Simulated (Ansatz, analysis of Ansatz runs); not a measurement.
# Li6MgBr8 (Fm-3m), nudged elastic band: V_Li hop (3.8 Å) (q = −1), part 2 of 2

Aim: the barrier of one jump in Li6MgBr8 (Fm-3m) at charge −1: V_Li hop (3.8 Å). The model is a cell of 60 host atoms with 1 Li taken out; Li is the atom that moves.

Ansatz 0.2.0; plane-wave PAW DFT, PBEsol; nudged elastic band between two relaxed defect structures at fixed charge in a uniform background.

So far, barrier forward (eV): step 4 (nudged elastic band, charge −1) 0.239.

## 5. Single point at the top of the path, PBEsol

A single point at the top of the band gives the levels near the gap and the populations there.

This step: plane-wave PAW DFT, PBEsol; single point of a defect supercell on a structure of the PBEsol path.

Input file qm1.top.probe/input.yaml:

```yaml
crystal:
  lattice:
    - [10.84714591, 0.0, 0.0]
    - [0.0, 10.84714591, 0.0]
    - [0.0, 0.0, 10.84714591]
  atoms:
    - { symbol: Li, position: [0.25095089, -0.00272813, 0.24789753] }
    - { symbol: Li, position: [0.74621348, 0.00463358, 0.75237811] }
[... 3 atom lines left out ...]
    - { symbol: Li, position: [0.34077352, 0.420472, 0.68354403] }
[... 9 atom lines left out ...]
    - { symbol: Li, position: [0.25464463, 0.25104755, -0.00591755] }
[... 3 atom lines left out ...]
    - { symbol: Li, position: [0.24012291, 0.23488847, 0.49178578] }
[... 6 atom lines left out ...]
    - { symbol: Mg, position: [0.50155155, 0.49939065, 0.00450528] }
[... 1 atom line left out ...]
    - { symbol: Br, position: [0.25039184, 0.75297286, 0.75005892] }
[... 2 atom lines left out ...]
    - { symbol: Br, position: [0.23631534, 0.23606209, 0.74828179] }
[... 5 atom lines left out ...]
    - { symbol: Br, position: [0.49199239, 0.24685505, 0.49797406] }
[... 2 atom lines left out ...]
    - { symbol: Br, position: [0.25897534, 0.49875065, 0.00051844] }
[... 3 atom lines left out ...]
    - { symbol: Br, position: [0.24407306, 0.4979844, 0.49230208] }
[... 5 atom lines left out ...]
    - { symbol: Br, position: [0.52061169, 0.51707132, 0.76202474] }
[... 1 atom line left out ...]
    - { symbol: Br, position: [-0.00210467, 0.5006971, 0.74367218] }
[... 4 atom lines left out ...]
    - { symbol: Br, position: [0.50020461, 0.25785021, 0.00764846] }
    - { symbol: Br, position: [0.50010057, 0.75620227, 0.49939836] }
total_charge: -1
basis:
  ecutwfc: 420
  xc_grid: 2
hamiltonian:
  xc: pbesol
kpoints:
  mp_grid: { grid: [1, 1, 1] }
scf:
  occupations: { method: fixed }
  max_iter: 100
output:
  forces: true
  eigenvalues: true
  eigenstates: { localisation: true }
  populations: true
  write_density: true
  write_potential: true
  volumetric_format: npy
  elf: true
checkpoint:
  write: "../qm1.top.probe.run"
  compress: false
  write_wavefunctions: false
  write_every: 100000
```

Run with:

```bash
$ ansatz run input.yaml --threads 4 --pin off --max-ram 7536MiB --backend cpu --events-out ev --progress --plain --runs-dir out
```

Run time: 11 s. Hardware: 4 threads of Arm Neoverse V2, shared host; peak memory 1.2 GiB.

Numbers from this step:

| Quantity | Value |
| --- | --- |
| free energy | -99969.8855 eV |

From eigenstates.tsv, first k-point; energies on the run's zero. The participation number counts the atoms that a state is spread over, of 59; bands count from 0.

| spin | band | energy (eV) | occupation | participation | largest share on | share |
| --- | --- | --- | --- | --- | --- | --- |
| both | 161 | 2.169 | 2.00 | 10.9 | Br48 | 0.15 |
| both | 162 | 2.230 | 2.00 | 11.0 | Br38 | 0.19 |
| both | 163 | 2.265 | 2.00 | 11.3 | Br30 | 0.16 |
| both | 164 | 2.347 | 2.00 | 32.6 | Br58 | 0.06 |
| both | 165 | 2.360 | 2.00 | 29.8 | Br30 | 0.08 |
| both | 166 | 2.370 | 2.00 | 22.7 | Br54 | 0.12 |
| both | 167 | 6.973 | 0.00 | 33.9 | Mg25 | 0.07 |
| both | 168 | 7.827 | 0.00 | 49.3 | Mg25 | 0.03 |
| both | 169 | 7.870 | 0.00 | 48.8 | Br31 | 0.04 |
| both | 170 | 7.955 | 0.00 | 52.5 | Li23 | 0.03 |
| both | 171 | 8.012 | 0.00 | 52.3 | Li17 | 0.03 |

Under PBEsol at the zone centre alone, the highest filled state is spread over 23 of 59 atoms, and the lowest empty one, 4.60 eV above it, is spread over 34 of 59 atoms.

Valence electrons by atom (Löwdin), nearest atoms first, with the excess over far atoms of the same element, which can also hold differences between inequivalent host sites (the log counts sites from 0):

| atom | distance from the centre (Å) | electrons | excess |
| --- | --- | --- | --- |
| Li6 | 0.95 | 2.381 | -0.031 |
| Br32 | 2.13 | 7.556 | -0.002 |
| Br51 | 2.21 | 7.571 | 0.013 |
| Li16 | 3.24 | 2.408 | -0.004 |
| Br41 | 3.28 | 7.571 | 0.013 |
| Br38 | 3.32 | 7.574 | 0.016 |
| Br58 | 3.36 | 7.574 | 0.017 |
| Mg27 | 3.37 | 8.578 | -0.001 |

ELF in the ab plane at fractional z = 0.750, through the centre, with atoms of Li and Br within 0.45 Å of it. It is the smooth field of the valence electrons, not physical close to the nuclei.

Ten even steps from '0' (0.05 × 1e-1) to '9' (9.85 × 1e-1), each cell a mean:
```
158740388216872148840376016872
888520011003788888620000003788
875102555311368875202455411368
221136888751012221026888852012
310378756885103410268855886101
960488301687129960378500687218
950388623786105620378622787206
000158888873000111137888874100
542014677630146775213677631135
886300132100478888620122102578
688720000003787348861022015886
048850000004885006971299317871
268740000001788558861288216873
888510000000378888630001004788
774101343000046654101454311367
210136787631001110026888752012
300478888874000000268866886103
941688204885100000478500687229
721688103885100000378622787217
000478768873000000157888875100
531136888730024541014787631124
885202443201478886300122101478
688620011004887688730143015787
048840498216871048840699117871
```
Columns run along a (10.8 Å), rows up along b (10.8 Å). Atoms in or near the plane, at fractional coordinates: Li at (0.75, 0.00), Li at (0.00, 0.75), Li at (0.00, 0.25), Li at (0.50, 0.76), Li at (0.26, 0.99), Li at (0.76, 0.50), Br at (0.25, 0.75), Br at (0.76, 0.25), Br at (0.24, 0.24), Br at (0.75, 0.75), Br at (0.00, 0.00), Br at (0.52, 0.52), Br at (0.00, 0.50), Br at (0.50, 0.00).

Valence density in the ab plane at fractional z = 0.750, through the centre, with atoms of Li and Br within 0.45 Å of it. It is the smooth field of the valence electrons, not physical close to the nuclei.

Ten steps, logarithmic in the rise over the least value, from '0' (0.0 e/Å³) to '9' (6.5 e/Å³), each cell a mean:
```
565321588412465565321586112465
654211133112355654211111112355
432111222211234432111222211233
111123454421112211123455421111
531135666542125631134666542113
972235645653149971135644653138
962235655642126741135655653127
211124555431111111123555532111
221112233211123332112333221122
443110111001235554321111111234
664310000001356556421144112456
465310000001356446531489523565
565310000011356666421488413465
554210000111234554211123112355
332111111111112221111222211223
111112343311000000012444421111
521235565431000000124566542114
962246546542000000135644653249
841246545541000000135655653237
211235666531000000023555532111
221123444311011111012333321112
443211222111234443111111111234
654311143112356654311365112456
465321598412465455422798213565
```
Columns run along a (10.8 Å), rows up along b (10.8 Å). Atoms in or near the plane, at fractional coordinates: Li at (0.75, 0.00), Li at (0.00, 0.75), Li at (0.00, 0.25), Li at (0.50, 0.76), Li at (0.26, 0.99), Li at (0.76, 0.50), Br at (0.25, 0.75), Br at (0.76, 0.25), Br at (0.24, 0.24), Br at (0.75, 0.75), Br at (0.00, 0.00), Br at (0.52, 0.52), Br at (0.00, 0.50), Br at (0.50, 0.00).

Electrostatic potential energy in the ab plane at fractional z = 0.750, through the centre, with atoms of Li and Br within 0.45 Å of it. With pseudopotentials it is smooth inside the atoms' cores, unlike the true potential.

Ten even steps from '0' (-71 eV) to '9' (9 eV), each cell a mean:
```
027999755799840016998766899840
579999988999985468999988999985
999999999999999999999999999999
999999888999999999999988999999
789998422699987789998522589998
568996100389975468997100279986
568997200489986679997300489986
889999766899999999999866899998
999999999999999999999999999999
899999999999998778999999999998
258999999999983014899887899963
016999999999971002899755799830
027999999999984225899755799840
579999999888998889999988999986
999999999989999999999999999999
999999999999999999999988999999
789998546899999999998633689987
578984001699999999997200279975
679984001599999999998300389986
899997435899999999999755799998
999999889999999999999999999999
899999999999999899999999999998
358999888899974358999877899974
016999755799830016998645899830
```
Columns run along a (10.8 Å; values clipped at the 3rd and 97th percentile), rows up along b (10.8 Å). Atoms in or near the plane, at fractional coordinates: Li at (0.75, 0.00), Li at (0.00, 0.75), Li at (0.00, 0.25), Li at (0.50, 0.76), Li at (0.26, 0.99), Li at (0.76, 0.50), Br at (0.25, 0.75), Br at (0.76, 0.25), Br at (0.24, 0.24), Br at (0.75, 0.75), Br at (0.00, 0.00), Br at (0.52, 0.52), Br at (0.00, 0.50), Br at (0.50, 0.00).

The distance between the highest filled and the lowest empty level goes from 4.62 eV at the start to 4.60 eV at the top.

## 6. Band with another choice: wide smearing

A wide smearing tests how much the barrier leans on the occupations.

This step: plane-wave PAW DFT, PBEsol; nudged elastic band between two relaxed defect structures at fixed charge in a uniform background.

Input file qm1.try0/input.yaml:

```yaml
crystal:
  lattice:
    - [10.84714591, 0.0, 0.0]
    - [0.0, 10.84714591, 0.0]
    - [0.0, 0.0, 10.84714591]
  atoms:
    - { symbol: Li, position: [0.24974058, -6.664e-05, 0.24995505] }
    - { symbol: Li, position: [0.74971633, -8.49e-06, 0.7498751] }
    - { symbol: Li, position: [0.74975077, 0.49988411, 0.24994077] }
    - { symbol: Li, position: [0.00148513, 0.25103574, 0.25037901] }
    - { symbol: Li, position: [0.00562468, 0.74360309, 0.75052798] }
    - { symbol: Li, position: [0.49386146, 0.25644176, 0.74922232] }
    - { symbol: Li, position: [0.49812752, 0.74874115, 0.24946281] }
    - { symbol: Li, position: [0.0057812, 0.25640448, 0.7505425] }
    - { symbol: Li, position: [0.00143714, 0.74876745, 0.25040845] }
    - { symbol: Li, position: [0.49815357, 0.25103804, 0.24936571] }
    - { symbol: Li, position: [0.49374026, 0.74365633, 0.74933072] }
    - { symbol: Li, position: [0.24971671, -4.029e-05, 0.74995479] }
    - { symbol: Li, position: [0.24973355, 0.499947, 0.24988622] }
    - { symbol: Li, position: [0.74973781, -8.616e-05, 0.24986065] }
    - { symbol: Li, position: [0.74974547, 0.50001391, 0.74990907] }
    - { symbol: Li, position: [0.24922134, 0.2562958, -0.00608522] }
    - { symbol: Li, position: [0.25043739, 0.7434881, 0.50588863] }
    - { symbol: Li, position: [0.75031947, 0.25105729, 0.50152291] }
    - { symbol: Li, position: [0.74931675, 0.7487554, -0.00177923] }
    - { symbol: Li, position: [0.25046746, 0.25629809, 0.50580143] }
    - { symbol: Li, position: [0.24915999, 0.74353234, -0.00603603] }
    - { symbol: Li, position: [0.74934361, 0.2510562, -0.00182296] }
    - { symbol: Li, position: [0.75028623, 0.74878089, 0.50152036] }
    - { symbol: Mg, position: [0.00025061, -6.869e-05, -0.00058292] }
    - { symbol: Mg, position: [0.0020805, 0.49993005, 0.50220752] }
    - { symbol: Mg, position: [0.49928611, -7.659e-05, 0.50040261] }
    - { symbol: Mg, position: [0.49745149, 0.49994502, -0.00239917] }
    - { symbol: Br, position: [0.24978341, 0.24771114, 0.24989877] }
    - { symbol: Br, position: [0.24972281, 0.75909676, 0.74993043] }
    - { symbol: Br, position: [0.74975172, 0.24773001, 0.74988101] }
    - { symbol: Br, position: [0.74975391, 0.75105153, 0.24991385] }
    - { symbol: Br, position: [0.24979236, 0.2408048, 0.74988621] }
    - { symbol: Br, position: [0.24976701, 0.75216555, 0.24990283] }
    - { symbol: Br, position: [0.74978147, 0.24878754, 0.24989813] }
    - { symbol: Br, position: [0.74976857, 0.75218816, 0.74990217] }
    - { symbol: Br, position: [-0.00121285, 0.24485898, 0.00087485] }
    - { symbol: Br, position: [-0.00094257, 0.74549835, 0.49916576] }
    - { symbol: Br, position: [0.50077652, 0.24484198, 0.49890657] }
    - { symbol: Br, position: [0.50050975, 0.74550704, 0.00065996] }
    - { symbol: Br, position: [0.25609479, -6.215e-05, 0.49723786] }
    - { symbol: Br, position: [0.25643705, 0.49993189, 0.00791016] }
    - { symbol: Br, position: [0.75499762, -6.453e-05, 0.00114161] }
    - { symbol: Br, position: [0.75490541, 0.49992393, 0.49699636] }
    - { symbol: Br, position: [0.24343443, -4.422e-05, 0.00260044] }
    - { symbol: Br, position: [0.24309258, 0.49992223, 0.49186881] }
    - { symbol: Br, position: [0.74452831, -8.237e-05, 0.49867734] }
    - { symbol: Br, position: [0.74463128, 0.49992386, 0.00283474] }
    - { symbol: Br, position: [-0.00290942, -4.539e-05, 0.75622778] }
    - { symbol: Br, position: [-0.00316289, 0.49992337, 0.25505005] }
    - { symbol: Br, position: [0.50100633, -7.64e-05, 0.25515325] }
    - { symbol: Br, position: [0.5077642, 0.4999948, 0.75659443] }
    - { symbol: Br, position: [-0.00147991, -6.757e-05, 0.24467232] }
    - { symbol: Br, position: [-0.00826415, 0.49995943, 0.74322639] }
    - { symbol: Br, position: [0.50243029, -6.621e-05, 0.74358128] }
    - { symbol: Br, position: [0.50267318, 0.49991543, 0.24478532] }
    - { symbol: Br, position: [-0.00094147, 0.25436667, 0.49917932] }
    - { symbol: Br, position: [-0.00122773, 0.75502077, 0.00091412] }
    - { symbol: Br, position: [0.5005169, 0.25437503, 0.00061344] }
    - { symbol: Br, position: [0.50074644, 0.75500293, 0.49894] }
total_charge: -1
basis:
  ecutwfc: 420
  xc_grid: 2
hamiltonian:
  xc: pbesol
kpoints:
  mp_grid: { grid: [1, 1, 1] }
scf:
  occupations: { method: gaussian, width: 0.2 }
  max_iter: 100
output:
  forces: true
neb:
  images: 5
  f_tol: 0.05
  climbing: true
  initial_path: idpp
  max_iterations: 30
  order_check: false
  final_atoms:
    - { symbol: Li, position: [0.25115176, 0.00132434, 0.25045665] }
    - { symbol: Li, position: [0.74363448, 0.00563317, 0.7505348] }
[... 3 atom lines left out ...]
    - { symbol: Li, position: [0.25628642, 0.49384044, 0.74929579] }
[... 1 atom line left out ...]
    - { symbol: Li, position: [3.666e-05, 0.24969931, 0.74992561] }
[... 2 atom lines left out ...]
    - { symbol: Li, position: [0.49999734, 0.7496103, 0.74992699] }
[... 4 atom lines left out ...]
    - { symbol: Li, position: [0.25651467, 0.2489729, -0.00606524] }
[... 3 atom lines left out ...]
    - { symbol: Li, position: [0.2564996, 0.25032769, 0.50587959] }
[... 6 atom lines left out ...]
    - { symbol: Mg, position: [0.50003266, 0.49732159, -0.00238803] }
[... 4 atom lines left out ...]
    - { symbol: Br, position: [0.24087295, 0.24970805, 0.74993575] }
[... 5 atom lines left out ...]
    - { symbol: Br, position: [0.50010384, 0.24292749, 0.49191841] }
[... 2 atom lines left out ...]
    - { symbol: Br, position: [0.25448654, 0.5003635, 0.00066632] }
[... 3 atom lines left out ...]
    - { symbol: Br, position: [0.24495833, 0.50064055, 0.49893862] }
[... 5 atom lines left out ...]
    - { symbol: Br, position: [0.50001526, 0.50762177, 0.75661859] }
[... 6 atom lines left out ...]
    - { symbol: Br, position: [0.50009526, 0.25631786, 0.00792346] }
    - { symbol: Br, position: [0.50006355, 0.7547674, 0.49697797] }
```

It took 5.4 min on 4 threads; peak memory 4 GiB; 14 min of CPU time.

The run converged with other settings, drawn as a test and not checked for convergence; the results below rest on the first set.

What was changed: wide smearing.

Its highest image lies 0.24 eV above the start; the sound band gave 0.24 eV.

Here the change did no harm: 0.239 eV against the band's 0.239 eV.

## 7. What came out

```json
{
 "barrier forward": "0.24 eV (in doubt, see below)",
 "barrier backward": "0.24 eV",
 "end less start": "0.00 eV",
 "hop length": "3.64 Å",
 "band iterations, as the log counts them": "7"
}
```

The top of the band lies 0.24 eV above the start and 0.24 eV above the end, which are alike in energy and neighbours. The path has 2 maxima, and only the highest was climbed; it lies 0.05 eV above the dip at image 3. With an assumed prefactor of 1e13 per second it gives one hop a second along this one path at about 90 K; whether such hops link up through the crystal wasn't checked. At the top Li6 stands 2.37 Å from its nearest Br, 0.28 Å closer than at the start. The order of the top as a saddle was not checked for all atoms, so a bent path could be lower. No image-charge correction is applied; it largely cancels along a path if the charge stays localised alike. Keep in mind: sampling at the zone centre alone can move energies of charged and open-shell states by tenths of an eV or more in cells of this size.

[Logs are printed without paths, hosts, clocks, repeated set-up lines and the standing remarks that a program may print on its own settings, such as how far it seeks lower states.]

[Hosts, paths, dates, database ids (printed as entryN), source tags and the programs' standing remarks are cut or masked in the printed files.]
